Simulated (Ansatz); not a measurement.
# AlN (F-43m):Sb_N, thermodynamic levels from a 54-atom cell

Wanted: the transition levels of a substitutional impurity in AlN (F-43m), from a cell of 54 host atoms with 1 N taken out and 1 Sb put in.

Calculated with Ansatz 0.2.0; place-levels on r2SCAN runs: charge-transition levels and formation energies with image-charge correction and potential alignment at the atomic sites; PAW set soft_1.

## Step 1: The structure

The cell holds 54 atoms: 27 Al, 26 N and 1 Sb. Cell: a = 9.269 Å, b = 9.269 Å, c = 9.269 Å, α = 60.0°, β = 60.0°, γ = 60.0°. It derives from AlN (space group F-43m). Nearest the centre at fractional (0.417, 0.417, 0.417): Sb28 at 0.00 Å, Al29 at 1.89 Å, Al33 at 1.89 Å, Al45 at 1.89 Å, Al27 at 1.89 Å, N44 at 3.09 Å, N34 at 3.09 Å, N32 at 3.09 Å.

As a file:

```xyz
54
Lattice="0.0000 6.5542 6.5542 6.5542 0.0000 6.5542 6.5542 6.5542 0.0000" Properties=species:S:1:pos:R:3 pbc="T T T"
Al    0.0000    0.0000    0.0000
N     1.0924    1.0924    1.0924
Al    2.1847    2.1847    0.0000
N     3.2771    3.2771    1.0924
Al    4.3695    4.3695    0.0000
N     5.4618    5.4618    1.0924
Al    2.1847    0.0000    2.1847
N     3.2771    1.0924    3.2771
Al    4.3695    2.1847    2.1847
N     5.4618    3.2771    3.2771
Al    6.5542    4.3695    2.1847
N     7.6466    5.4618    3.2771
Al    4.3695    0.0000    4.3695
N     5.4618    1.0924    5.4618
Al    6.5542    2.1847    4.3695
N     7.6466    3.2771    5.4618
Al    8.7389    4.3695    4.3695
N     9.8313    5.4618    5.4618
Al    0.0000    2.1847    2.1847
N     1.0924    3.2771    3.2771
Al    2.1847    4.3695    2.1847
N     3.2771    5.4618    3.2771
Al    4.3695    6.5542    2.1847
N     5.4618    7.6466    3.2771
Al    2.1847    2.1847    4.3695
N     3.2771    3.2771    5.4618
Al    4.3695    4.3695    4.3695
Sb    5.4618    5.4618    5.4618
Al    6.5542    6.5542    4.3695
N     7.6466    7.6466    5.4618
Al    4.3695    2.1847    6.5542
N     5.4618    3.2771    7.6466
Al    6.5542    4.3695    6.5542
N     7.6466    5.4618    7.6466
Al    8.7389    6.5542    6.5542
N     9.8313    7.6466    7.6466
Al    0.0000    4.3695    4.3695
N     1.0924    5.4618    5.4618
Al    2.1847    6.5542    4.3695
N     3.2771    7.6466    5.4618
Al    4.3695    8.7389    4.3695
N     5.4618    9.8313    5.4618
Al    2.1847    4.3695    6.5542
N     3.2771    5.4618    7.6466
Al    4.3695    6.5542    6.5542
N     5.4618    7.6466    7.6466
Al    6.5542    8.7389    6.5542
N     7.6466    9.8313    7.6466
Al    4.3695    4.3695    8.7389
N     5.4618    5.4618    9.8313
Al    6.5542    6.5542    8.7389
N     7.6466    7.6466    9.8313
Al    8.7389    8.7389    8.7389
N     9.8313    9.8313    9.8313
```

Screening for the image-charge correction: ε∞ = 4.64, ε0 = 8.51, computed on the host (DFPT, PBEsol, on the r2SCAN cell), and a cell off the functional's own equilibrium shifts the ionic part.

The cell's shortest repeat is 9.3 Å.

## Step 2: The runs of each charge state

Levels follow from differences of total energies between charge states, each relaxed by itself.

Each atom starts 0.05 Å or so off its site in a random direction: a symmetric start keeps its symmetry, and would miss off-centre moves and Jahn–Teller distortions. Forces are taken at one point at (¼, ¼, ¼). The cell holds 1 electron more than the neutral one, with a uniform background that keeps it neutral on the whole. The electron count is odd, so at least one spin is unpaired; this run locks the moment at 1 μB.

The sampling was tested on the host first: at the k-points planned (1x1x1 shifted 0.25 0.25 0.25) its energy lies 0.045 eV an atom from the dense-mesh value, so the final energies take a denser sampling.

One state's input; the others differ in charge, spin, start and seed, and in occupations where the table says so.

qm1_M1.relax/input.yaml

```yaml
crystal:
  lattice:
    - [0.0, 6.55418986, 6.55418986]
    - [6.55418986, 0.0, 6.55418986]
    - [6.55418986, 6.55418986, 0.0]
  atoms:
    - { symbol: Al, position: [0.0, 0.0, 0.0] }
    - { symbol: "N", position: [0.08333333, 0.08333333, 0.08333333] }
    - { symbol: Al, position: [0.0, 0.0, 0.33333333] }
    - { symbol: "N", position: [0.08333333, 0.08333333, 0.41666667] }
    - { symbol: Al, position: [0.0, 0.0, 0.66666667] }
    - { symbol: "N", position: [0.08333333, 0.08333333, 0.75] }
    - { symbol: Al, position: [0.0, 0.33333333, 0.0] }
    - { symbol: "N", position: [0.08333333, 0.41666667, 0.08333333] }
    - { symbol: Al, position: [0.0, 0.33333333, 0.33333333] }
    - { symbol: "N", position: [0.08333333, 0.41666667, 0.41666667] }
    - { symbol: Al, position: [0.0, 0.33333333, 0.66666667] }
    - { symbol: "N", position: [0.08333333, 0.41666667, 0.75] }
    - { symbol: Al, position: [0.0, 0.66666667, 0.0] }
    - { symbol: "N", position: [0.08333333, 0.75, 0.08333333] }
    - { symbol: Al, position: [0.0, 0.66666667, 0.33333333] }
    - { symbol: "N", position: [0.08333333, 0.75, 0.41666667] }
    - { symbol: Al, position: [0.0, 0.66666667, 0.66666667] }
    - { symbol: "N", position: [0.08333333, 0.75, 0.75] }
    - { symbol: Al, position: [0.33333333, 0.0, 0.0] }
    - { symbol: "N", position: [0.41666667, 0.08333333, 0.08333333] }
    - { symbol: Al, position: [0.33333333, 0.0, 0.33333333] }
    - { symbol: "N", position: [0.41666667, 0.08333333, 0.41666667] }
    - { symbol: Al, position: [0.33333333, 0.0, 0.66666667] }
    - { symbol: "N", position: [0.41666667, 0.08333333, 0.75] }
    - { symbol: Al, position: [0.33333333, 0.33333333, 0.0] }
    - { symbol: "N", position: [0.41666667, 0.41666667, 0.08333333] }
    - { symbol: Al, position: [0.33333333, 0.33333333, 0.33333333] }
    - { symbol: Sb, position: [0.41666667, 0.41666667, 0.41666667] }
    - { symbol: Al, position: [0.33333333, 0.33333333, 0.66666667] }
    - { symbol: "N", position: [0.41666667, 0.41666667, 0.75] }
    - { symbol: Al, position: [0.33333333, 0.66666667, 0.0] }
    - { symbol: "N", position: [0.41666667, 0.75, 0.08333333] }
    - { symbol: Al, position: [0.33333333, 0.66666667, 0.33333333] }
    - { symbol: "N", position: [0.41666667, 0.75, 0.41666667] }
    - { symbol: Al, position: [0.33333333, 0.66666667, 0.66666667] }
    - { symbol: "N", position: [0.41666667, 0.75, 0.75] }
    - { symbol: Al, position: [0.66666667, 0.0, 0.0] }
    - { symbol: "N", position: [0.75, 0.08333333, 0.08333333] }
    - { symbol: Al, position: [0.66666667, 0.0, 0.33333333] }
    - { symbol: "N", position: [0.75, 0.08333333, 0.41666667] }
    - { symbol: Al, position: [0.66666667, 0.0, 0.66666667] }
    - { symbol: "N", position: [0.75, 0.08333333, 0.75] }
    - { symbol: Al, position: [0.66666667, 0.33333333, 0.0] }
    - { symbol: "N", position: [0.75, 0.41666667, 0.08333333] }
    - { symbol: Al, position: [0.66666667, 0.33333333, 0.33333333] }
    - { symbol: "N", position: [0.75, 0.41666667, 0.41666667] }
    - { symbol: Al, position: [0.66666667, 0.33333333, 0.66666667] }
    - { symbol: "N", position: [0.75, 0.41666667, 0.75] }
    - { symbol: Al, position: [0.66666667, 0.66666667, 0.0] }
    - { symbol: "N", position: [0.75, 0.75, 0.08333333] }
    - { symbol: Al, position: [0.66666667, 0.66666667, 0.33333333] }
    - { symbol: "N", position: [0.75, 0.75, 0.41666667] }
    - { symbol: Al, position: [0.66666667, 0.66666667, 0.66666667] }
    - { symbol: "N", position: [0.75, 0.75, 0.75] }
  host:
    repeats: [3, 3, 3]
    atoms:
      - { symbol: Al, position: [0.0, 0.0, 0.0] }
      - { symbol: "N", position: [0.25, 0.25, 0.25] }
total_charge: -1
basis:
  ecutwfc: 500
  xc_grid: 2
hamiltonian:
  xc: r2scan
  pseudopotentials: { kind: paw, azcp: { folder: soft_1 } }
kpoints:
  mp_grid: { grid: [1, 1, 1], shift: [0.25, 0.25, 0.25] }
magnetization:
  spin_polarized: true
  initial_magnetization: 1
  spin_locking: { lock_magnetization: hard }
scf:
  occupations: { method: fixed }
  max_iter: 80
output:
  forces: true
  charged_corrections:
    epsilon: 4.64
    static_epsilon: 8.51
    defect_position: [0.416667, 0.416667, 0.416667]
relax:
  f_tol: 0.02
  max_steps: 80
  random_displacement: { amplitude: 0.05, seed: 4595 }
checkpoint:
  write: "../qm1_M1.relax.run"
  compress: false
  write_wavefunctions: true
  write_every: 100000
```

Launch:

```console
> ansatz run input.yaml --threads 4 --pin off --max-ram 7536MiB --backend cpu --events-out ev --progress --plain --runs-dir out
```

The relaxed structure is kept and the sampling changed to a 2×2×2 shifted mesh.

The run of this state that the levels use, under r2SCAN:

qm1_M1.point/input.yaml

```yaml
crystal:
  checkpoint: "../qm1_M1.relax.run"
  host: checkpoint
total_charge: -1
basis:
  ecutwfc: 500
  xc_grid: 2
hamiltonian:
  xc: r2scan
  pseudopotentials: { kind: paw, azcp: { folder: soft_1 } }
kpoints:
  mp_grid: { grid: [2, 2, 2], shift: [0.5, 0.5, 0.5] }
magnetization:
  spin_polarized: true
  initial_magnetization: 1
  spin_locking: { lock_magnetization: hard }
scf:
  occupations: { method: fermi_dirac, width: 0.01 }
  max_iter: 80
output:
  forces: true
  eigenvalues: true
  charged_corrections:
    epsilon: 4.64
    static_epsilon: 8.51
    defect_position: [0.416667, 0.416667, 0.416667]
  eigenstates: { localisation: true }
  populations: true
  efg: {}
  band_densities: [{ bands: [v1, v1] }, { bands: [c1, c1] }]
  write_density: true
  write_potential: true
  volumetric_format: npy
checkpoint:
  read: "../qm1_M1.relax.run"
  write: "../qm1_M1.point.run"
  compress: false
  write_wavefunctions: false
  write_every: 100000
```

Relaxations under r2SCAN at one point at (¼, ¼, ¼); times on 4 threads of Arm Neoverse V2, shared host:

| charge | moment (μB) | occupations | outcome | steps | largest displacement against the far atoms (Å) | time |
| --- | --- | --- | --- | --- | --- | --- |
| −1 | 1 | fixed | converged | 11 | 0.53 | 3.3 min |
| 0 | 0 | fixed | converged | 7 | 0.40 | 51 s |
| +1 | 1 | fixed | converged | 8 | 0.46 | 2.7 min |

Single points under r2SCAN at a 2×2×2 shifted mesh; times on 4 threads of Arm Neoverse V2, shared host:

```csv
charge,moment (μB),occupations,outcome,time
−1,1,fermi-dirac,converged,1.7 min
0,0,fermi-dirac,converged,41 s
+1,1,fermi-dirac,converged,1.7 min
```

Distances (Å) from Sb28 to the nearest atoms after relaxation with r2SCAN:

```
charge  moment (μB)       1.       2.       3.       4.      5.      6.
    −1            1  Al 2.31  Al 2.31  Al 2.31  Al 2.34  N 3.11  N 3.11
     0            0  Al 2.29  Al 2.29  Al 2.29  Al 2.29  N 3.17  N 3.17
    +1            1  Al 2.31  Al 2.31  Al 2.33  Al 2.38  N 3.10  N 3.10
```

## Step 3: Placing the levels, r2SCAN

A charged cell interacts with its images and the background, and its potential has another zero than the host's. place-levels removes the first by a point-charge model, screened by the static dielectric constant since the ions have relaxed around the charge, and the second by comparing potentials at atoms far from the defect.

The host is a run of the defect-free crystal in the same cutoffs, grids and k-points, so that basis and sampling errors cancel in part in the differences. The host is run in a cell of 2 atoms on a matching mesh. Its band edges are searched through the zone by a band path, so the gap is smaller than, or equal to, that on the mesh. Chemical potentials are energies per atom of N (N2 molecule) and Sb (A7 rhombohedral), run with the same functional and cutoff.

levels.point.yaml

```yaml
host:
  run: host.point.run
states: [qm1_M1.point.run, q0.point.run, qp1_M1.point.run]
geometry_from:
  qm1_M1.point.run: qm1_M1.relax.run
  q0.point.run: q0.relax.run
  qp1_M1.point.run: qp1_M1.relax.run
  host.point.run: host.relax.run
chemical_potentials:
  "N":
    energy: -384.814403
    dataset: "<sha256 of the dataset>"
  Sb:
    energy: -6499.197686
    dataset: <sha256 of the dataset>
epsilon: 4.64
static_epsilon: 8.51
vertical:
  - { from: qm1_M1.point.run, to: qm1_M1.point_neutral.run }
  - { from: qp1_M1.point.run, to: qp1_M1.point_neutral.run }
```

Launch:

```console
> ansatz place-levels levels.point.yaml -- --threads 4 --pin off --max-ram 7536MiB
```

Numbers of over 12 decimals in the logs are rounded to 6 here.

What it wrote:

```text
[... repeated set-up lines and file paths are left out, and long positions are rounded to six places ...]
(+1/0) 1.635 eV above the valence edge, 2.283 eV under the conduction edge
(0/-1) 4.078 eV above the valence edge, in the conduction band
formation energy of charge +1: +9.178 eV with the Fermi level at the valence edge
formation energy of charge 0: +10.813 eV with the Fermi level at the valence edge
formation energy of charge -1: +14.891 eV with the Fermi level at the valence edge
vertical -1 to 0: no energy, since no alignment is typed
  the change from vertical[0].from (qm1_M1.point.run) to vertical[0].to (qm1_M1.point_neutral.run): by its potential at epsilon 4.64 it stands at 0.265 0.263 0.263, with an rms radius of about 2.2 Å (1.3 1.3 1.3 Å across the planes of the cell's vectors); [...]
vertical +1 to 0: no energy, since no alignment is typed
  the change from vertical[1].from (qp1_M1.point.run) to vertical[1].to (qp1_M1.point_neutral.run): by its potential at epsilon 4.64 it stands at 0.412 0.411 0.415, with an rms radius of about 2.0 Å (0.9 1.0 1.4 Å across the planes of the cell's vectors); [...]
  edges by r2scan, gap 3.918 eV; the host is sampled to repeats of 18.54 Å
  the defect's cells are sampled to repeats of 18.54 Å, like sampling
  charge +1: -31179.7406 eV with its correction of +0.759 eV, at epsilon 8.51, aligned at sites: +0.4635 eV, mean over 19 atomic sites at or beyond 4.63 Å from the host's site at [0.4168, 0.4168, 0.4168] by the defect at [0.4167, 0.4167, 0.4167], with [...]
  charge 0: +0.000 eV for its dipole among its images, +0.000 omitted
  charge -1: -31160.6260 eV with its correction of -0.294 eV, at epsilon 8.51, aligned at sites: +0.5900 eV, mean over 19 atomic sites at or beyond 4.63 Å from the host's site at [0.4168, 0.4168, 0.4168] by the defect at [0.4167, 0.4167, 0.4167], with [...]
  of states[2] (qp1_M1.point.run): it parts from the run at its places by a charge that spreads by about 1.4 Å along one vector (1.3 Å or more is wide), by its potential at epsilon 4.64, taken for that of held ions (one typed too small widens it), where the [...]
  of states[1] (q0.point.run): its alignment with the host at atomic sites is doubtful: the mean over the far sites moves by +0.2277 eV from their farther parts to their nearer, more than 0.05 eV. [...]
  of states[0] (qm1_M1.point.run): its alignment with the host at atomic sites is doubtful: the mean over the far sites moves by +0.2696 eV from their farther parts to their nearer, more than 0.05 eV. [...]
  of vertical[0].from (qm1_M1.point.run): stability_check_not_made
  of vertical[1].from (qp1_M1.point.run): stability_check_not_made; [...]
```

Elapsed: 0.27 s, on 4 threads of Arm Neoverse V2, shared host.

[end of part 1 of 2]

[Logs are printed without paths, hosts, clocks, repeated set-up lines and the standing remarks that a program may print on its own settings, such as how far it seeks lower states.]

[Hosts, paths, dates, database ids (printed as entryN), source tags and the programs' standing remarks are cut or masked in the printed files.]

[Where a table of states has a column of steps, it counts the stored structures, which are thinned; the runs took as many ionic steps or more.]

[A defect's name tells the site on which it was built; relaxed atoms can leave that site.]

[For some hosts the program warned that the k-mesh of the response run may be too coarse for force constants and the static dielectric constant; such warnings are not shown here.]
